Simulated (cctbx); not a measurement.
**TiTe4W2S2 across an absorption edge**

Space group P-6m2 (no. 187), a = 3.4310 Å, b = 3.4310 Å, c = 30.7710 Å, α = 90.00°, β = 90.00°, γ = 120.00°.

| atom | mult. | x | y | z | Ueq (Å²) |
| --- | --- | --- | --- | --- | --- |
| W1 | 2 | 1/3 | 2/3 | 0.2307 | 0.0136 |
| Te1 | 2 | 2/3 | 1/3 | 0.2894 | 0.0181 |
| Te2 | 2 | 2/3 | 1/3 | 0.8282 | 0.0142 |
| Ti1 | 1 | 2/3 | 1/3 | 0 | 0.0221 |
| S1 | 2 | 1/3 | 2/3 | 0.9548 | 0.0232 |

The model was made for the exercise: a known structure type with other elements put in, its volume estimated, not relaxed; displacement parameters are assumed.

Calculated with cctbx: free-atom f′ and f″ from the Sasaki tables, no fine structure; amplitudes in electrons.

| E (eV) | F 1 0 3 | F 1 0 2 | F 0 0 1 | F 0 0 3 |
| --- | --- | --- | --- | --- |
| 9607 | 19.7 | 93.4 | 92.6 | 35.9 |
| 9957 | 18.7 | 92.6 | 92.1 | 34.6 |
| 10087 | 17.8 | 92.0 | 91.8 | 33.5 |
| 10147 | 17.1 | 91.6 | 91.4 | 32.6 |
| 10177 | 16.4 | 91.1 | 91.1 | 31.5 |
| 10192 | 15.6 | 90.8 | 90.7 | 30.5 |
| 10199 | 15.0 | 90.5 | 90.4 | 29.6 |
| 10203 | 14.4 | 90.3 | 90.1 | 28.7 |
| 10211 | 17.9 | 102.8 | 90.1 | 29.3 |
| 10215 | 18.5 | 103.0 | 90.5 | 30.4 |
| 10222 | 19.1 | 103.2 | 90.8 | 31.4 |
| 10237 | 19.7 | 103.5 | 91.2 | 32.4 |
| 10267 | 20.3 | 103.8 | 91.5 | 33.5 |
| 10357 | 21.2 | 104.2 | 92.0 | 34.8 |
| 10607 | 22.0 | 104.4 | 92.5 | 36.1 |

**Question.** Which edge is crossed, and why do the reflections move as they do?

The L3 edge of W. The edge is at 10207 eV. f′ of W falls from -12.1 e at 10087 eV to -19.0 e at 4 eV below it, and f″ steps from 3.80 to 10.48 e across it. Over that approach |F| changes by -19 % (1 0 3), -2 % (1 0 2), -2 % (0 0 1) and -14 % (0 0 3): a reflection falls where W scatters in phase with the total and rises where it scatters against it; it hardly moves where the W term is small or cancels by symmetry or lies in quadrature to the total. The f″ term interferes with the normal scattering with opposite sign for the two Friedel mates. The largest Friedel difference in the scan is 37.1 % of the mean (1 0 3, at 10211 eV).
